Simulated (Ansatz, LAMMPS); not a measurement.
# Structural relaxation of ionic liquid BMIM+ FSI-, from a frame at 450 K (204 atoms)

Aim: bring ionic liquid BMIM+ FSI-, from a frame at 450 K (204 atoms) to a nearby minimum of the energy and see what moves.

Calculated with Ansatz 0.2.0; Kohn-Sham DFT, LDA, PAW (set soft_2), plane waves.

## Step 1: Set-up

The cell holds 204 atoms: 48 C, 18 N, 90 H, 12 S, 24 O and 12 F. Cell: a = 13.298 Å, b = 13.298 Å, c = 13.298 Å, α = 90.0°, β = 90.0°, γ = 90.0°. 6 BMIM+, 6 FSI- placed at random, at 1.35 g/cm³; overlaps pushed apart, then 10 ps at 700 K with MMFF94 bonds, angles, torsions, charges and radii (Halgren, J. Comput. Chem. 17, 490 (1996)) in harmonic and 12-6 forms; charges of ions scaled by 0.8. Snapshot after 30 ps at 450 K and fixed volume.

Before any run, some limits are plain. The network of contacts between molecules at the start is that of the classical potential that made the cell. The functional has no dispersion term, which matters for the binding between molecules or layers, where LDA binds through overlap of densities alone. The density was typed from a rule of thumb and may lie off the real one at this temperature. The Brillouin zone is sampled at Γ only, in a cell whose shortest periodic width is 13 Å.

## Step 2: The classical run that made the cell

A classical potential makes the cell, at a small fraction of what the same run would cost in DFT.

This step: classical MD, MMFF94 bonds, angles, torsions, charges and radii (Halgren, J. Comput. Chem. 17, 490 (1996)) in harmonic and 12-6 forms; charges of ions scaled by 0.8 (LAMMPS 22 Jul 2025 - Update 4).

The input, in.lmp:

```
# ionic liquid BMIM+ FSI-
units real
atom_style full
boundary p p p
bond_style harmonic
angle_style harmonic
dihedral_style opls
improper_style harmonic
special_bonds lj 0 0 0.5 coul 0 0 0.75
read_data data.lmp
neigh_modify delay 0 every 1 check yes one 4000
comm_modify cutoff 12.0
timestep 0.5
thermo_style custom step time temp pe press density
thermo_modify norm yes
# push overlapping molecules apart
pair_style soft 2.6
pair_coeff * * 0.0
variable a equal ramp(1,60)
fix ad all adapt 1 pair soft a * * v_a
velocity all create 700 298124 mom yes dist gaussian
fix lim all nve/limit 0.03
fix lan all langevin 700 700 50 298125 zero yes
thermo 1000
run 3000 post no
unfix ad
pair_style lj/cut/coul/long 9.0
pair_modify mix arithmetic tail yes
pair_coeff 1 1 0.0678 3.3680   # C
pair_coeff 2 2 0.0721 3.1460   # N
pair_coeff 3 3 0.0678 3.5860   # C
pair_coeff 4 4 0.0678 3.3270   # C
pair_coeff 5 5 0.0216 2.5400   # H
pair_coeff 6 6 0.0721 3.5530   # N
# [... 21 lines left out ...]
compute msd all msd com yes
thermo 7500
fix md all nvt temp 450 450 100
run 30000 post no
print "== T450: mean square displacement over the hold $(c_msd[4]:%.2f) A^2"
unfix md
uncompute msd
write_dump all custom T450.dump id type xs ys zs modify sort id
```

Command:

```bash
$ lmp -in in.lmp -log none -nocite
```

Numbers of over 12 decimals in the logs are rounded to 6 here.

The log of the run:

```text
LAMMPS (22 Jul 2025 - Update 4)
Reading data file ...
  orthogonal box = (0 0 0) to (13.29799 13.29799 13.29799)
  204 atoms
  orthogonal box = (0 0 0) to (13.29799 13.29799 13.29799)
  198 bonds
  348 angles
  318 dihedrals
  30 impropers
   Step          Time           Temp          PotEng         Press         Density
         0   0              700            0.46606227    -3835.2271      1.3530009
      1000   500            602.31466      2.2175874      17495.536      1.3530009
      2000   1000           582.70947      2.0070335      17522.013      1.3530009
      3000   1500           611.81427      2.0627356      30885.434      1.3530009
Loop time of 0.379917 s on 1 MPI rank(s) for 3000 steps with 204 atoms
PPPM initialization ...
  G vector (1/distance) = 0.29745622
  grid = 8 8 8
  estimated relative force accuracy = 2.5013e-05
   Step          Time           Temp          PotEng         Press         Density
[... 14 lines left out ...]
      2000   1000           627.22743     -0.51081271     3543.4866      1.3530009
Loop time of 1.2408 s on 1 MPI rank(s) for 2000 steps with 204 atoms
   Step          Time           Temp          PotEng         Press         Density
      2000   1000           627.22743     -0.51081271     3543.4866      1.3530009
[... 5 lines left out ...]
Loop time of 6.69314 s on 1 MPI rank(s) for 10000 steps with 204 atoms
   Step          Time           Temp          PotEng         Press         Density
[... 4 lines left out ...]
Loop time of 3.36698 s on 1 MPI rank(s) for 5000 steps with 204 atoms
   Step          Time           Temp          PotEng         Press         Density
[... 2 lines left out ...]
     30000   29000          480.28879     -1.3123344      3997.4672      1.3530009
     37500   36500          415.79598     -1.2366771     -796.77883      1.3530009
     45000   44000          431.86926     -1.314738       9827.6958      1.3530009
     47000   46000          457.59614     -1.1946211     -87.551935      1.3530009
Loop time of 19.7367 s on 1 MPI rank(s) for 30000 steps with 204 atoms
== T450: mean square displacement over the hold 15.80 A^2
```

Run time: 32 s. Hardware: 1 thread of Arm Neoverse V2, shared host; peak memory 0.12 GiB.

The input also reads data.lmp (atoms, bonds and types; not printed here).

## Step 3: Single point at the start

The forces at the start show how far the geometry lies from a minimum of this functional.

The input, input.yaml:

```yaml
crystal:
  lattice:
    - [13.29799, 0.0, 0.0]
    - [0.0, 13.29799, 0.0]
    - [0.0, 0.0, 13.29799]
  atoms:
    - { symbol: C, position: [0.61926, 0.15964, 0.91608] }
    - { symbol: C, position: [0.50125, 0.17583, 0.93007] }
    - { symbol: C, position: [0.45411, 0.07709, 0.9443] }
    - { symbol: C, position: [0.35735, 0.0662, 0.00291] }
    - { symbol: "N", position: [0.27111, 0.07887, 0.93964] }
    - { symbol: C, position: [0.22312, 0.01552, 0.87476] }
    - { symbol: C, position: [0.14197, 0.06665, 0.83224] }
    - { symbol: "N", position: [0.14025, 0.16162, 0.88482] }
    - { symbol: C, position: [0.05818, 0.23431, 0.88796] }
    - { symbol: C, position: [0.22203, 0.16715, 0.93985] }
    - { symbol: H, position: [0.6487, 0.17369, 0.9891] }
    - { symbol: H, position: [0.63967, 0.08392, 0.8814] }
    - { symbol: H, position: [0.65646, 0.2126, 0.86765] }
    - { symbol: H, position: [0.45823, 0.20768, 0.86372] }
    - { symbol: H, position: [0.48333, 0.23179, 0.98826] }
    - { symbol: H, position: [0.50685, 0.04334, 0.99498] }
    - { symbol: H, position: [0.44848, 0.04029, 0.87684] }
    - { symbol: H, position: [0.34811, 0.99134, 0.02888] }
    - { symbol: H, position: [0.35794, 0.11934, 0.0637] }
    - { symbol: H, position: [0.25037, 0.94022, 0.86249] }
    - { symbol: H, position: [0.07627, 0.04855, 0.79004] }
    - { symbol: H, position: [0.0271, 0.23631, 0.81158] }
    - { symbol: H, position: [0.00414, 0.21204, 0.9448] }
    - { symbol: H, position: [0.09456, 0.30648, 0.90002] }
    - { symbol: H, position: [0.24079, 0.22565, 0.99241] }
    - { symbol: C, position: [0.31458, 0.8666, 0.21411] }
    - { symbol: C, position: [0.40802, 0.92793, 0.25233] }
    - { symbol: C, position: [0.48775, 0.8547, 0.27322] }
    - { symbol: C, position: [0.56697, 0.89162, 0.34911] }
    - { symbol: "N", position: [0.61937, 0.98152, 0.31065] }
    - { symbol: C, position: [0.69008, 0.98458, 0.23107] }
    - { symbol: C, position: [0.7145, 0.08829, 0.22701] }
    [... 166 atom lines left out ...]
    - { symbol: O, position: [0.58213, 0.64627, 0.26688] }
    - { symbol: F, position: [0.75314, 0.5986, 0.24136] }
    - { symbol: S, position: [0.62356, 0.62287, 0.05257] }
    - { symbol: O, position: [0.68413, 0.70683, 0.077] }
    - { symbol: O, position: [0.5236, 0.6468, 0.00881] }
    - { symbol: F, position: [0.67197, 0.56647, 0.95824] }
kpoints:
  mp_grid: { grid: [1, 1, 1] }
hamiltonian:
  xc: lda
scf:
  occupations: { method: fermi_dirac, width: 0.025 }
output:
  forces: true
  stress: true
  populations: intrinsic
  dos:
    method: { smearing: { sigma: 0.1 } }
    de: 0.1
    projected: { site_lists: { C: [C], F: [F], H: [H], "N": ["N"], O: [O] } }
  eigenvalues: true
```

Command:

```bash
$ ansatz run input.yaml --threads 4 --pin off --max-ram 8192MiB --backend cpu --events-out ev --progress --plain --runs-dir out
```

The log of the run:

```text
Engine: ansatz 0.2.0, aarch64-unknown-linux-gnu
Pseudopotentials: kind: paw
Pseudopotential: C, paw, valence charge 4, recommended cutoff 420 eV (normal), C.paw.azcp
Pseudopotential: N, paw, valence charge 5, recommended cutoff 420 eV (normal), N.paw.azcp
Pseudopotential: H, paw, valence charge 1, recommended cutoff 420 eV (normal), H.paw.azcp
Pseudopotential: S, paw, valence charge 6, recommended cutoff 420 eV (normal), S.paw.azcp
Pseudopotential: O, paw, valence charge 6, recommended cutoff 420 eV (normal), O.paw.azcp
Pseudopotential: F, paw, valence charge 7, recommended cutoff 420 eV (normal), F.paw.azcp
Functional definition: SPW92
  exchange = slater_x
  correlation = pw_c
Crystal: 204 atoms, lattice volume = 2351.571 Å³
Basis set: ecut = 420 eV, 45961 PW (Γ)
Bands: 540, of which v1, the nominal top of the filled ones, is band 336 counted from 1 (335 counted from 0)
Symmetry: 1 space group operations
Space group: P1 (ITA 1), of the structure as read, at distance tolerance 1.3e-4 Å
k-points: 1
Non-local potential: C, projectors of the file, l = 0: 2, l = 1: 2, l = 2: 1
Non-local potential: N, projectors of the file, l = 0: 2, l = 1: 2, l = 2: 1
Non-local potential: H, projectors of the file, l = 0: 2, l = 1: 1
Non-local potential: S, projectors of the file, l = 0: 2, l = 1: 2, l = 2: 2
Non-local potential: O, projectors of the file, l = 0: 2, l = 1: 2, l = 2: 1
Non-local potential: F, projectors of the file, l = 0: 2, l = 1: 2, l = 2: 1
PAW form: soft (Blöchl's): semilocal exchange-correlation on the pseudo side does not see the compensation charge
PAW frozen core: C, regenerated for the run's functional, and the local potential with it (the file was generated under x = pbe(κ = 0.804, μ = 0.219515), c = pbe(β = 0.066725))
PAW frozen core: N, regenerated for the run's functional, and the local potential with it (the file was generated under x = pbe(κ = 0.804, μ = 0.219515), c = pbe(β = 0.066725))
PAW frozen core: S, regenerated for the run's functional, and the local potential with it (the file was generated under x = pbe(κ = 0.804, μ = 0.219515), c = pbe(β = 0.066725))
PAW frozen core: O, regenerated for the run's functional, and the local potential with it (the file was generated under x = pbe(κ = 0.804, μ = 0.219515), c = pbe(β = 0.066725))
PAW frozen core: F, regenerated for the run's functional, and the local potential with it (the file was generated under x = pbe(κ = 0.804, μ = 0.219515), c = pbe(β = 0.066725))
PAW one-centre angular grid: C, 110 points (default); XC on 64 Gauss nodes
PAW one-centre angular grid: N, 110 points (default); XC on 64 Gauss nodes
PAW one-centre angular grid: H, 110 points (default); XC on 64 Gauss nodes
PAW one-centre angular grid: S, 110 points (default); XC on 64 Gauss nodes
PAW one-centre angular grid: O, 110 points (default); XC on 64 Gauss nodes
PAW one-centre angular grid: F, 110 points (default); XC on 64 Gauss nodes
Initial density: superposition of atomic densities (neutral atoms: chi_scale 0, normalization atom), corrected by the library's trained network
Initial wavefunctions: pseudopotential atomic-orbital guess
Functional: x = slater, c = lda
SCF iter   1: F=—  HF=-53055.240993 eV  |F-HF|=—  |Δ(HF+E_count)|=         —  Δρ=1.11e-2  dr2=3.40e0  ethr=1.77e-3  ⟨swp⟩=6.0  Hψ=2615  notcnv=0  defer=66
preconditioner: auto → Resta (q_TF=auto, 2.214 Å⁻¹)  ε∞=2.6  [insulator: Δε(μ)=3.488 eV  Ē_g=15.485 eV  σ=0.025 eV  W_gap=1.00  n_scr=436 (ndim 8)  ℏωp=19.5 eV  f_vac=0.268  D(μ)=0.00/eV (n_scr^D=0)  ε∞_Penn≈2.6]
SCF iter   2: F=—  HF=-53054.236396 eV  |F-HF|=—  |Δ(HF+E_count)|=    1.00e0  Δρ=4.48e-3  dr2=6.30e-1  ethr=5.07e-4  ⟨swp⟩=2.0  Hψ=754  notcnv=0  defer=198
SCF iter   3: F=—  HF=-53054.053792 eV  |F-HF|=—  |Δ(HF+E_count)|=   1.83e-1  Δρ=2.30e-3  dr2=2.10e-1  ethr=9.38e-5  ⟨swp⟩=3.0  Hψ=655  notcnv=0  defer=198
SCF iter   4: F=—  HF=-53053.983363 eV  |F-HF|=—  |Δ(HF+E_count)|=   7.04e-2  Δρ=1.04e-3  dr2=3.58e-2  ethr=3.13e-5  ⟨swp⟩=3.0  Hψ=655  notcnv=0  defer=198
SCF iter   5: F=—  HF=-53053.975004 eV  |F-HF|=—  |Δ(HF+E_count)|=   8.36e-3  Δρ=5.15e-4  dr2=6.38e-3  ethr=5.33e-6  ⟨swp⟩=2.0  Hψ=926  notcnv=0  defer=198
SCF iter   6: F=—  HF=-53053.974216 eV  |F-HF|=—  |Δ(HF+E_count)|=   7.88e-4  Δρ=2.16e-4  dr2=1.13e-3  ethr=9.50e-7  ⟨swp⟩=2.0  Hψ=674  notcnv=0  defer=198
SCF iter   7: F=—  HF=-53053.974245 eV  |F-HF|=—  |Δ(HF+E_count)|=   2.87e-5  Δρ=7.57e-5  dr2=1.43e-4  ethr=1.68e-7  ⟨swp⟩=2.0  Hψ=662  notcnv=0  defer=198
SCF iter   8: F=—  HF=-53053.974305 eV  |F-HF|=—  |Δ(HF+E_count)|=   6.05e-5  Δρ=3.60e-5  dr2=3.05e-5  ethr=2.13e-8  ⟨swp⟩=2.0  Hψ=676  notcnv=0  defer=198
SCF iter   9: F=—  HF=-53053.974718 eV  |F-HF|=—  |Δ(HF+E_count)|=   4.12e-4  Δρ=1.45e-5  dr2=5.67e-6  ethr=4.54e-9  ⟨swp⟩=2.0  Hψ=661  notcnv=0  defer=198
SCF iter  10: F=—  HF=-53053.974720 eV  |F-HF|=—  |Δ(HF+E_count)|=   2.40e-6  Δρ=5.61e-6  dr2=8.65e-7  ethr=8.44e-10  ⟨swp⟩=2.0  Hψ=662  notcnv=0  defer=198
SCF iter  11: F=—  HF=-53053.974721 eV  |F-HF|=—  |Δ(HF+E_count)|=   5.52e-7  Δρ=2.48e-6  dr2=1.69e-7  ethr=1.29e-10  ⟨swp⟩=2.0  Hψ=661  notcnv=0  defer=198
SCF iter  12: F=-53053.974721 eV  HF=-53053.974721 eV  |F-HF|=2.04e-8  |Δ(HF+E_count)|=   9.87e-8  Δρ=1.25e-6  dr2=3.80e-8  ethr=1.49e-11  ⟨swp⟩=15.0  Hψ=3279  notcnv=0
SCF 1 converged in 12 iterations: F = -53053.974721 eV  dr2 = 3.80e-8
  greatest PAW one-centre occupation: 0.934 electrons in one spin orbital (limit 2), on the F atom at site 163 (counted from 0), in its partial waves of l = 0
SCF converged after 12 iterations
Free energy (F): -53053.974721 eV
Harris-Foulkes:  -53053.974721 eV  (|F-HF|=2.04e-8)
Internal energy: -53053.974721 eV  (E = F + TS)
E sigma→0 (E₀):  -53053.974721 eV
Fermi energy:    1.470618 eV
--- Per-component energies (eV) ---
  E_band       = -5661.221629
  E_kinetic    = 16050.019446
  E_local      = -58709.807404  (includes V_loc(G=0)·N_el)
  E_nonlocal   = 4799.559433
  E_hartree    = 22236.379765
  E_xc         = -7938.617424
  E_vxc        = -9697.587698  (∫ρ·V_xc dr)
  E_paw        = -19214.967488  (= ΣΔE_a)
  E_vpaw       = -2576.124407  (= ΣTr[D̂ρ^β])
  E_aug_tail   = -0.033256  (compensation charges beyond the density's cutoff)
  E_ewald      = -10286.488052
  E_core_change = 9.980259  (= ΣΔE_core)
  E_smearing   = -0.000000  (= −TS)
  E_closure    = 0.000000  (closes the sum)
  Σ components = -53053.974721   (vs F -53053.974721, Δ=0.00e0)
--- Forces (eV/Å), atoms counted from 1 ---
  atom   1  C     -2.19504192    -0.48467524    -1.00835111
  atom   2  C      0.27261253     1.29289560    -2.22329946
  atom   3  C     -0.12998932     0.48630727     3.58130694
  atom   4  C      0.51987208     0.00881290    -1.99081324
  atom   5  N     -1.27793312     2.00419321    -0.37927855
  atom   6  C     -0.85910021     0.95093057    -0.77264352
  atom   7  C      1.28541095     1.68036286     3.14104164
  atom   8  N      0.07527235    -1.86001064    -1.53338136
  atom   9  C      1.30058901    -0.51655767    -1.30718289
  atom  10  C     -0.17969468    -0.94086782     0.64065301
  atom  11  H      0.87172776    -0.40675972     1.09892899
  atom  12  H     -0.45899158     0.76485264     0.88737695
  atom  13  H      0.06817884     0.88954691    -0.54596352
  atom  14  H      1.03008943     0.19730199     0.11989532
[...]
atom 203  O      1.87038558    -0.66974513     1.57019141
  atom 204  F     -0.04325281     1.12101154    -0.45462922
  max |Σ_I F_I| component: 4.71e-4 eV/Å
--- Stress (GPa, compression-positive) ---
       -1.359408      -0.073333       0.595019
       -0.073333       0.698776      -1.139608
        0.595019      -1.139608      -0.270055
  P = ⅓ Tr σ = -0.3102 GPa (-3.102 kbar)
--- Band table (eV) ---
  k-point 0: bands = ["-27.3451", "-26.1023", "-25.9227", "-25.7757", [... 524 levels ...], "10.5170", "10.5207", "10.5887", "10.6215", "10.6368", "10.6511", "10.6803", "10.7232", "10.7709", "10.7923", "10.8173", "10.8303"]
--- intrinsic populations: 204 sites ---
  site symbol       q [e]
     0      C      4.5480
     1      C      4.3346
     2      C      4.3688
[...]
203      F      7.4924
  spilling = -0.000000 (of n_electrons = 672.000000)
```

Elapsed: 50 s, on 4 threads of Arm Neoverse V2, shared host; peak memory 3.3 GiB.

The run gave:

```yaml
free_energy: -53053.9747 eV
free_energy_per_atom: -260.0685 eV/atom
scf_cycles: 12
pressure: -0.3102 GPa
r_m_s_force_component: 1.293 eV/Å
longest_force: 6.514 eV/Å
fermi_energy: 1.471 eV
spacing_of_highest_filled_and_lowest_empty_level: 3.103 eV
```

The r.m.s. force component of 1.3 eV/Å and the pressure of -0.31 GPa set the starting point.

Neighbours are counted within 1.34 Å (H-C), 1.85 Å (C-C), 1.79 Å (C-N), 1.93 Å (O-S), 2.08 Å (N-S), 1.98 Å (F-S).

Length of the force by element and coordination:

```csv
element,coordination,atoms,mean length of the force (eV/Å),spread,least,most
C,all,48,2.57,0.853,0.896,4.85
C,3,18,2.45,0.744,1.15,3.79
C,4,30,2.64,0.905,0.896,4.85
F,all,12,1.35,0.722,0.409,3.38
H,all,90,1.36,0.779,0.201,4.89
N,all,18,2.19,1.17,0.616,4.80
N,2,6,2.26,1.42,0.620,4.80
N,3,12,2.16,1.01,0.616,4.62
O,all,24,1.70,0.769,0.472,3.51
S,all,12,4.13,1.36,2.18,6.51
```

[end of part 1 of 3]

[Logs are printed without paths, hosts, clocks, repeated set-up lines and the standing remarks that a program may print on its own settings, such as how far it seeks lower states.]

[Hosts, paths, dates, database ids (printed as entryN), source tags and the programs' standing remarks are cut or masked in the printed files.]

[The MMFF94 radii named for the starting cell were scaled by 0.96; in molecules described by MMFF94, hydrogen bound to N, O or S took a small fixed 12-6 site in their place.]
